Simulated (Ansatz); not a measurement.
**How AgCl (Chlorargyrite, Fm-3m) expands on warming**

How much does AgCl (Chlorargyrite) expand with temperature?

What experiment has found for this phase:
- volume expansion coefficient 98.7 1e-6/K near room temperature (given in “Descriptors for thermal expansion in solids”, 2017, arXiv:1701.03966)
- heat capacity C_P per formula unit 53 J/mol/K near room temperature (given in “High-Throughput Prediction of Finite-Temperature Properties using the Quasi-Harmonic Approximation”, 2016, arXiv:1603.06924)

Main program and level: Ansatz 0.2.0; DFT RPBE, scalar-relativistic, plane waves, PAW.

Report form: the programs' logs are mostly left out.

The database entry behind the starting cell differs from later determinations by our own check (an axis about 1.4 % short against later determinations), so it need not match the best structure at ambient conditions.

**1. Starting point**

It takes space group Fm-3m (No. 225, cubic). Conventional cell: a = 5.470 Å, b = 5.470 Å, c = 5.470 Å, α = 90.00°, β = 90.00°, γ = 90.00°. Nearest to Ag lie 6 Cl at 2.73 Å. Nearest to Cl lie 6 Ag at 2.73 Å. Farther neighbours and most contacts between anions are not listed.

**2. A first coarse run**

A cheap single point shows whether the cell is a metal or an insulator and how far it is from rest; that sets the k-mesh and the occupations of what follows.

Contents of input.yaml:

```yaml
crystal:
  lattice:
    - [0.0, 2.735, 2.735]
    - [2.735, 0.0, 2.735]
    - [2.735, 2.735, 0.0]
  atoms:
    - { symbol: Ag, position: [0.0, 0.0, 0.0] }
    - { symbol: Cl, position: [0.5, 0.5, 0.5] }
kpoints:
  mp_grid: { grid: [6, 6, 6] }
hamiltonian:
  xc: rpbe
scf:
  occupations: { method: gaussian, width: 0.1 }
output:
  forces: true
  stress: true
  eigenvalues: true
```

The run is started by

```console
ansatz run input.yaml --threads 4 --pin off --max-ram 8192MiB --backend cpu --events-out ev --progress --plain --runs-dir out
```

Wall time 1.3 s (4 threads of Intel Xeon Platinum 8559C (Emerald Rapids), shared host); peak memory 0.35 GiB.

Numbers from this step:

| Quantity | Value |
| --- | --- |
| pressure | 7.239 GPa |
| gap on the k-mesh | 1.079 eV |
| volume per atom | 20.46 Å³ |

The start is under 7.2 GPa at this level and looks like an insulator or semiconductor on this mesh.

**3. Relaxation**

Phonons are second derivatives about a minimum, so cell and atoms are relaxed first, inside the symmetry of the start.

input.yaml, the sections that differ from step 2:

```yaml
kpoints:
  mp_grid: { grid: [8, 8, 8] }
scf:
  occupations: { method: gaussian, width: 0.02 }
output:
  forces: true
  stress: true
  eigenvalues: true
  write_density: true
  write_potential: true
  elf: true
  volumetric_format: npy
relax:
  adjacent_minimum: "off"
  f_tol: 0.005
  max_steps: 80
  cell: { stress_tol: 0.05 }
# crystal, hamiltonian: as in step 2
```

Wall time 1.7 s (4 threads); peak memory 0.41 GiB; 5.1 s of CPU time.

Step by step:

| step | energy less that of the first step (eV) | largest force component (eV/Å) | pressure (GPa) | volume (Å³) |
| --- | --- | --- | --- | --- |
| 1 | 0.0000 | 0.0000 | 7.23 | 40.92 |
| 2 | -0.1318 | 0.0000 | 0.66 | 47.00 |
| 3 | -0.1335 | 0.0000 | 0.18 | 47.72 |
| 4 | -0.1336 | 0.0000 | 0.01 | 47.99 |
| 5* | -0.1348 | 0.0000 | 0.00 | 47.99 |

Relaxation steps marked * repeat the geometry before them on a plane-wave basis chosen anew for their cell, so energy and pressure can jump there.

Forces are held to the 48 operations that the run works with; a distortion that breaks them can't arise in this run.

| conventional cell, symmetrised | before | after | change |
| --- | --- | --- | --- |
| a (Å) | 5.470 | 5.769 | +5.5 % |
| b (Å) | 5.470 | 5.769 | +5.5 % |
| c (Å) | 5.470 | 5.769 | +5.5 % |
| volume (Å³/atom) | 20.46 | 24.00 | +17.3 % |

Final coordinates:

```
Ag Cl
1.0
     0.00000    2.88440    2.88440
     2.88440    0.00000    2.88440
     2.88440    2.88440    0.00000
Ag Cl
1 1
Direct
  0.00000 0.00000 0.00000
  0.50000 0.50000 0.50000
```

This step gave:

```
pressure          : -0.004475 GPa
gap on the k-mesh : 1.167 eV
volume per atom   : 24.00 Å³
```

Valence density in the ac plane of the conventional cell at fractional y = 0.000, with atoms of Ag and Cl within 0.2 Å of it. It is the smooth field of the valence electrons, not physical close to the nuclei.

Ten steps, logarithmic in the rise over the least value, from '0' (0 e/Å³) to '9' (18 e/Å³), each cell a mean:
```
9841124434311369
7531013444210146
3210001232100013
1100000111000001
2100001111000011
3320013454100123
4431125887411244
2432137998511343
3431136998411244
4421014675310134
3210001332100012
1100000111000001
1100001121000011
5410012333200134
8741124444311258
9851134324321379
```
Columns run along a (5.8 Å), rows up along c (5.8 Å), edges of the conventional cell, whose origin can differ from the input's. Atoms in or near the plane, at fractional coordinates: Ag at (0.00, 0.00), Ag at (0.50, 0.50), Cl at (0.50, 0.00), Cl at (0.00, 0.50).

Electrostatic potential energy in the ac plane of the conventional cell at fractional y = 0.000, with atoms of Ag and Cl within 0.2 Å of it. With pseudopotentials it is smooth inside the atoms' cores, unlike the true potential.

Values in eV, 16 rows by 16 columns, each cell a mean:
```
-32 -25  -9   6   9   4 -21 -41 -43 -33  -5   8   8  -1 -19 -30
-21 -14   0   8  10   8  -3 -21 -25 -12   5  10   9   5  -8 -19
 -2   2   7  10  11  11   8   4   3   6  10  11  11   9   5  -1
  8   9  10  11  11  11  10   9   9  10  11  11  11  11   9   8
  8   9  11  11  11  10   8   6   5   7   9  11  11  11  10   8
 -8   0   8  11  10   7   0  -9 -11  -5   4   9  11  10   5  -5
-37 -24   0   9   9   2 -14 -25 -27 -20  -5   7  10   6 -12 -33
-43 -37  -8   8   8  -2 -21 -32 -34 -27 -11   5   9   3 -25 -43
-43 -33  -5   8   8  -1 -19 -30 -32 -25  -9   6   9   4 -21 -41
-25 -12   5  10   9   5  -8 -19 -21 -14   0   8  10   8  -3 -21
  3   6  10  11  11   9   5  -1  -2   2   7  10  11  11   8   4
  9  10  11  11  11  11   9   8   8   9  10  11  11  11  10   9
  5   7   9  11  11  11  10   8   8   9  11  11  11  10   8   6
-11  -5   4   9  11  10   5  -5  -8   0   8  11  10   7   0  -9
-27 -20  -5   7  10   6 -12 -33 -37 -24   0   9   9   2 -14 -25
-34 -27 -11   5   9   3 -25 -43 -43 -37  -8   8   8  -2 -21 -32
```
Columns run along a (5.8 Å; values clipped at the 3rd and 97th percentile), rows up along c (5.8 Å), edges of the conventional cell, whose origin can differ from the input's. Atoms in or near the plane, at fractional coordinates: Ag at (0.00, 0.00), Ag at (0.50, 0.50), Cl at (0.50, 0.00), Cl at (0.00, 0.50).

ELF in the ac plane of the conventional cell at fractional y = 0.000, with atoms of Ag and Cl within 0.2 Å of it. It is the smooth field of the valence electrons, not physical close to the nuclei.

Values, 16 rows by 16 columns, each cell a mean:
```
0.72 0.59 0.37 0.14 0.27 0.74 0.84 0.67 0.57 0.80 0.84 0.51 0.13 0.25 0.50 0.68
0.53 0.43 0.25 0.10 0.21 0.64 0.83 0.84 0.84 0.85 0.77 0.40 0.10 0.17 0.36 0.50
0.26 0.21 0.12 0.06 0.12 0.39 0.64 0.74 0.76 0.70 0.53 0.21 0.06 0.09 0.17 0.25
0.14 0.12 0.08 0.05 0.05 0.12 0.21 0.27 0.28 0.24 0.15 0.06 0.04 0.06 0.10 0.13
0.52 0.47 0.32 0.13 0.05 0.06 0.10 0.14 0.15 0.13 0.09 0.05 0.06 0.21 0.40 0.51
0.84 0.81 0.67 0.32 0.08 0.12 0.25 0.37 0.40 0.32 0.18 0.09 0.15 0.53 0.77 0.84
0.75 0.83 0.81 0.47 0.12 0.21 0.43 0.59 0.63 0.52 0.32 0.13 0.24 0.70 0.85 0.80
0.41 0.75 0.84 0.52 0.14 0.26 0.53 0.72 0.79 0.63 0.40 0.15 0.28 0.76 0.84 0.57
0.57 0.80 0.84 0.51 0.13 0.25 0.50 0.68 0.72 0.59 0.37 0.14 0.27 0.74 0.84 0.67
0.84 0.85 0.77 0.40 0.10 0.17 0.36 0.50 0.53 0.43 0.25 0.10 0.21 0.64 0.83 0.84
0.76 0.70 0.53 0.21 0.06 0.09 0.17 0.25 0.26 0.21 0.12 0.06 0.12 0.39 0.64 0.74
0.28 0.24 0.15 0.06 0.04 0.06 0.10 0.13 0.14 0.12 0.08 0.05 0.05 0.12 0.21 0.27
0.15 0.13 0.09 0.05 0.06 0.21 0.40 0.51 0.52 0.47 0.32 0.13 0.05 0.06 0.10 0.14
0.40 0.32 0.18 0.09 0.15 0.53 0.77 0.84 0.84 0.81 0.67 0.32 0.08 0.12 0.25 0.37
0.63 0.52 0.32 0.13 0.24 0.70 0.85 0.80 0.75 0.83 0.81 0.47 0.12 0.21 0.43 0.59
0.79 0.63 0.40 0.15 0.28 0.76 0.84 0.57 0.41 0.75 0.84 0.52 0.14 0.26 0.53 0.72
```
Columns run along a (5.8 Å), rows up along c (5.8 Å), edges of the conventional cell, whose origin can differ from the input's. Atoms in or near the plane, at fractional coordinates: Ag at (0.00, 0.00), Ag at (0.50, 0.50), Cl at (0.50, 0.00), Cl at (0.00, 0.50).

The relaxation ends with a pressure of 0.00 GPa.

**4. A second relaxation**

The relaxation is run once more from where the first one ended, as the script does after a large change of volume or of the gap, with mesh and occupations reviewed.

input.yaml, the sections that differ from step 3:

```yaml
crystal:
  lattice:
    - [0.0, 2.8843978006, 2.8843978006]
    - [2.8843978006, 0.0, 2.8843978006]
    - [2.8843978006, 2.8843978006, 0.0]
  atoms:
    - { symbol: Ag, position: [0.0, 0.0, 0.0] }
    - { symbol: Cl, position: [0.5, 0.5, 0.5] }
output:
  forces: true
  stress: true
  eigenvalues: true
# kpoints, hamiltonian, scf, relax: as in step 3
```

Elapsed: 0.84 s, on 4 threads; peak memory 0.41 GiB.

Little changed from the start: no atom moved by 0.005 Å and no cell edge by 0.1 %.

This step gave:

```
pressure : -0.004465 GPa
```

**5. Tight relaxation**

The relaxation is repeated with tighter thresholds on force and stress, since phonons are sensitive to what is left; a change of mesh or smearing in the input moves the cell too.

input.yaml, the sections that differ from step 4:

```yaml
scf:
  occupations: { method: fixed }
relax:
  adjacent_minimum: "off"
  f_tol: 0.001
  max_steps: 60
  cell: { stress_tol: 0.01 }
# crystal, kpoints, hamiltonian, output: as in step 4
```

It took 0.71 s on 4 threads; peak memory 0.41 GiB.

Little changed from the start: no atom moved by 0.005 Å and no cell edge by 0.1 %.

This step gave:

```yaml
pressure: -0.004471 GPa
```

The residual pressure is -0.0045 GPa, small enough for phonons.

**6. An input with a fault**

This input was changed on purpose, to see how the program answers.

input.yaml, the sections that differ from step 5:

```yaml
scf:
  occupations: { method: fixed }
  max_iter: 60
output:
  eigenvalues: true
phonons:
  method: dfpt
  qmesh: [4, 4, 4]
  thermal_expansion: { tmax: 1000 }
# crystal, kpoints, hamiltonian: as in step 5
# relax: removed
```

It took 0.02 s on 4 threads; peak memory 0.031 GiB.

The program refused the input before any cycle.

The program's message: “Error: YAML parse error: error: line 21 column 24: unknown field `tmax`, expected one of pressure
  --> <input>:21:24
   |
19 |   method: dfpt
20 |   qmesh: [4, 4, 4]
21 |   thermal_expansion: { tmax: …”

The fault put into the input: a key of another program.

**7. Phonons on strained cells**

The study relaxes the crystal at several strains, solves the phonons on some of them and minimises the free energy at each temperature (static energy, vibrations, the electrons in a metal, and PV under a set pressure); the q-mesh sets how far the force constants reach.

Edit input.yaml of step 6 so:

```diff
@@ -14,3 +14,2 @@
   occupations: { method: fixed }
-  max_iter: 60
 output:
@@ -20,2 +19,3 @@
   qmesh: [4, 4, 4]
-  thermal_expansion: { tmax: 1000 }
+  temperatures: { t_max: 500.0, t_step: 25 }
+  thermal_expansion: {}
```

The job ended after 1.8 min (4 threads; peak memory 1.4 GiB).

The run ended with an error.

The program's message: “vibrations stand at or below zero in cell 4 (0.562 modes a cell, the lowest at -43.9 cm⁻¹): the crystal is at no minimum there, or its k-points are too few: type the crystal that it becomes, another p …”

**8. Phonons of the refused cell**

The study refused this cell, so its phonons are run alone to see which modes are imaginary.

input.yaml, the sections that differ from step 7:

```yaml
phonons:
  method: dfpt
  dielectric: true
  rigid_motions: translations
  qmesh: [4, 4, 4]
  temperatures: { t_max: 1000, t_step: 50 }
  qpath:
    path:
      - [[0.0, 0.0, 0.0], [0.5, 0.0, 0.5], [0.625, 0.25, 0.625]]
      - [[0.375, 0.375, 0.75], [0.0, 0.0, 0.0], [0.5, 0.5, 0.5], [0.5, 0.25, 0.75], [0.5, 0.0, 0.5]]
    npoints: 10
# crystal, kpoints, hamiltonian, scf, output: as in step 7
```

The job ended after 58 s (4 threads; peak memory 1.3 GiB; 3.6 min of CPU time).

This step gave:

```
Γ frequencies                : 0, 0, 0, 61.41, 61.41, 61.41 cm⁻¹ (negative: imaginary)
lowest frequency on the path : -43.71 cm⁻¹
point group                  : m-3m
highest frequency            : 161.1 cm⁻¹
```

ε∞:

```
4.53 0.00 0.00
0.00 4.53 0.00
0.00 0.00 4.53
```

Born charge (rows field, columns displacement) (e), principal values of the symmetric part by kind of site:

| atom | atoms with these values | low | middle | high | mean |
| --- | --- | --- | --- | --- | --- |
| Ag1 | 1 | 1.48 | 1.48 | 1.48 | 1.48 |
| Cl2 | 1 | -1.48 | -1.48 | -1.48 | -1.48 |

In full for Ag1:

```
1.48 0.00 0.00
0.00 1.48 0.00
0.00 0.00 1.48
```

ε₀ (ions relaxed, fixed cell):

```
26.91  0.00  0.00
 0.00 26.91  0.00
 0.00  0.00 26.91
```

LO-TO term included. Phonon branches along the path, in cm⁻¹:

| point | branch 1 | branch 2 | branch 3 | branch 4 | branch 5 | branch 6 |
| --- | --- | --- | --- | --- | --- | --- |
| Γ | 0 | 0 | 0 | 61 | 61 | 150 |
| halfway | 25 | 25 | 58 | 84 | 84 | 136 |
| X | 32 | 32 | 45 | 103 | 103 | 142 |
| halfway | 33 | 40 | 45 | 96 | 111 | 140 |
| U | 36 | 42 | 56 | 76 | 126 | 133 |
| jump to K | 36 | 42 | 56 | 76 | 126 | 133 |
| halfway | -39 | 30 | 38 | 65 | 89 | 148 |
| Γ | 0 | 0 | 0 | 61 | 61 | 150 |
| halfway | -5 | -5 | 46 | 46 | 62 | 155 |
| L | -44 | -44 | 41 | 41 | 85 | 161 |
| halfway | 33 | 40 | 49 | 71 | 88 | 151 |
| W | 40 | 40 | 56 | 98 | 125 | 125 |
| halfway | 35 | 44 | 46 | 101 | 110 | 137 |
| X | 32 | 32 | 45 | 103 | 103 | 142 |

Tetrahedra on 20 20 20, mean over bins of 2 cm⁻¹. Phonon density of states against wavenumber; read off at these points:

wavenumber (cm⁻¹), phonon density of states (1/cm⁻¹/cell) and a bar:
```
    -45.0      0.000 
    -39.0      0.012 ##
    -33.0      0.008 #
    -29.0      0.007 #
    -23.0      0.006 #
    -17.0      0.005 #
    -11.0      0.005 #
     -7.0      0.005 #
     -1.0      0.005 #
      5.0      0.007 #
     11.0      0.011 #
     17.0      0.013 ##
     21.0      0.021 ###
     27.0      0.038 #####
     33.0      0.090 ############
     39.0      0.117 ###############
     41.0      0.227 ##############################
     45.0      0.042 ######
     49.0      0.033 ####
     55.0      0.044 ######
     61.0      0.068 #########
     67.0      0.071 #########
     69.0      0.078 ##########
     71.0      0.063 ########
     77.0      0.037 #####
     83.0      0.030 ####
     89.0      0.024 ###
     95.0      0.025 ###
     99.0      0.023 ###
    105.0      0.020 ###
    111.0      0.018 ##
    117.0      0.014 ##
    123.0      0.009 #
    127.0      0.001 
    133.0      0.011 #
    139.0      0.051 #######
    141.0      0.057 ########
    145.0      0.045 ######
    149.0      0.052 #######
    155.0      0.027 ####
    161.0      0.004 #
```

No LO-TO term. The modes at Γ (shares of kinetic energy by element, %):

| mode | frequency (cm⁻¹) | symmetry | Ag % | Cl % |
| --- | --- | --- | --- | --- |
| 1 | 0.0 | T1u | 75 | 25 |
| 2 | 0.0 | T1u | 75 | 25 |
| 3 | 0.0 | T1u | 75 | 25 |
| 4 | 61.4 | T1u | 25 | 75 |
| 5 | 61.4 | T1u | 25 | 75 |
| 6 | 61.4 | T1u | 25 | 75 |

Displacements in mode 4 (61.4 cm⁻¹), the largest set to 1:
```
Ag1  0.12  0.17 -0.33
Cl2 -0.38 -0.53  1.00
```

Lowest modes at the softest wavevector of the mesh; phase exp(i q.(R + tau)). Modes at q = (0.500, 0.500, 0.500), with each element's share of the kinetic energy (negative means imaginary):

| mode | frequency (cm⁻¹) | Ag % | Cl % |
| --- | --- | --- | --- |
| 1 | -43.7 | 0 | 100 |
| 2 | -43.7 | 0 | 100 |
| 3 | 41.3 | 100 | 0 |
| 4 | 41.3 | 100 | 0 |
| 5 | 84.8 | 100 | 0 |
| 6 | 161.1 | 0 | 100 |

Displacements in mode 2 (-43.7 cm⁻¹), the largest set to 1, in the home cell:
```
Ag1  0.00  0.00  0.00
Cl2 -0.39  1.00 -0.61
```

Displacements in mode 4 (41.3 cm⁻¹), the largest set to 1, in the home cell:
```
Ag1 -0.16  1.00 -0.84
Cl2  0.00  0.00  0.00
```

Phonopy on the run's constants, 17x17x17 mesh, Gaussian sigma 2.0 cm⁻¹. The modes by wavenumber; read off at these points; values in 1/cm⁻¹/cell:

| wavenumber (cm⁻¹) | Ag | Cl |
| --- | --- | --- |
| -50.0 | 0 | 3.1e-5 |
| -45.0 | 1.2e-5 | 0.00400 |
| -40.0 | 3.7e-5 | 0.00609 |
| -35.0 | 2.2e-4 | 0.0173 |
| -30.0 | 2.0e-4 | 0.00763 |
| -25.0 | 5.5e-4 | 0.00844 |
| -20.0 | 3.2e-4 | 0.00359 |
| -15.0 | 6.6e-4 | 0.00384 |
| -10.0 | 9.0e-4 | 0.00267 |
| -5.0 | 3.4e-5 | 2.5e-4 |
| 0.0 | 1.3e-4 | 5.4e-5 |
| 5.0 | 0.00177 | 0.00120 |
| 10.0 | 0.00466 | 0.00426 |
| 15.0 | 0.00468 | 0.00565 |
| 20.0 | 0.0104 | 0.00823 |
| 25.0 | 0.0239 | 0.0145 |
| 30.0 | 0.0533 | 0.0119 |
| 35.0 | 0.0849 | 0.0103 |
| 40.0 | 0.147 | 0.00810 |
| 45.0 | 0.0506 | 0.00805 |
| 50.0 | 0.0210 | 0.0105 |
| 55.0 | 0.0263 | 0.0130 |
| 60.0 | 0.0400 | 0.0234 |
| 65.0 | 0.0407 | 0.0196 |
| 67.4 | 0.0441 | 0.0180 |
| 70.0 | 0.0398 | 0.0159 |
| 75.0 | 0.0194 | 0.0186 |
| 80.0 | 0.0145 | 0.0220 |
| 85.0 | 0.00418 | 0.024 |
| 90.0 | 0.00125 | 0.0211 |
| 95.0 | 9.7e-4 | 0.0210 |
| 99.2 | 0.00107 | 0.0256 |
| 100.0 | 0.00102 | 0.0246 |
| 105.0 | 7.0e-4 | 0.0193 |
| 110.0 | 5.1e-4 | 0.0163 |
| 115.0 | 4.0e-4 | 0.0154 |
| 120.0 | 2.7e-4 | 0.0116 |
| 125.0 | 9.7e-5 | 0.00458 |
| 130.0 | 1.1e-4 | 0.00609 |
| 135.0 | 3.1e-4 | 0.0179 |
| 140.0 | 0.00103 | 0.0481 |
| 141.1 | 0.00117 | 0.0484 |
| 145.0 | 0.00201 | 0.0440 |
| 150.0 | 0.00297 | 0.0401 |
| 155.0 | 0.00113 | 0.0266 |
| 160.0 | 2.0e-4 | 0.0112 |
| 165.0 | 4.7e-6 | 3.3e-4 |
| 170.0 | 0 | 0 |

Lorentz oscillators from the run's modes, damping 2 % of each frequency (typed, at least 3 cm⁻¹). The reflectivity, E along x by wavenumber; read off at these points:

wavenumber (cm⁻¹), reflectivity, E along x and a bar from the least value:
```
        5      0.459 
       10      0.462 
       15      0.467 #
       20      0.475 #
       25      0.486 ##
       30      0.500 ##
       35      0.518 ####
       40      0.542 #####
       45      0.574 #######
       50      0.620 ##########
       55      0.689 ##############
       60      0.820 ######################
       65      0.938 #############################
       70      0.955 ##############################
       75      0.960 ##############################
       80      0.962 ##############################
       85      0.962 ##############################
       90      0.962 ##############################
       95      0.960 ##############################
      100      0.957 ##############################
      105      0.954 ##############################
      110      0.950 #############################
      115      0.944 #############################
      120      0.936 ############################
      125      0.925 ############################
      130      0.909 ###########################
      135      0.884 #########################
      140      0.840 #######################
      145      0.745 #################
```

The lowest solved frequency is -43.7 cm⁻¹, so the cell is unstable here and gives no valid free energy.

**9. Results**

| Item | Value |
| --- | --- |
| lowest frequency at the solved wavevectors | -43.7 cm⁻¹ |

What this shows: With imaginary harmonic modes at the relaxed cell the quasi-harmonic free energy is undefined, so no expansion is obtained for this phase at this level. The softest solved mode is 44i cm⁻¹ at q = (0, 0, -0.5), and 2 of 8 solved wavevectors carry a mode beyond 8i cm⁻¹. The starting cell comes from a crystallographic database, so the instability may belong to the level of theory or to the 0 K harmonic picture and not to the crystal; this functional changes the volume by +17 % against that cell. The PAW files were made for PBE and are used here under another functional, for which the program regenerates the frozen cores. The cell of these runs is 17 % larger in volume than the database cell, so they may describe another state of the crystal than the one measured.

[Logs are printed without paths, hosts, clocks, repeated set-up lines and the standing remarks that a program may print on its own settings, such as how far it seeks lower states.]

[Hosts, paths, dates, database ids (printed as entryN), source tags and the programs' standing remarks are cut or masked in the printed files.]

[A step with changed settings may run another functional than the one named; its input shows which.]
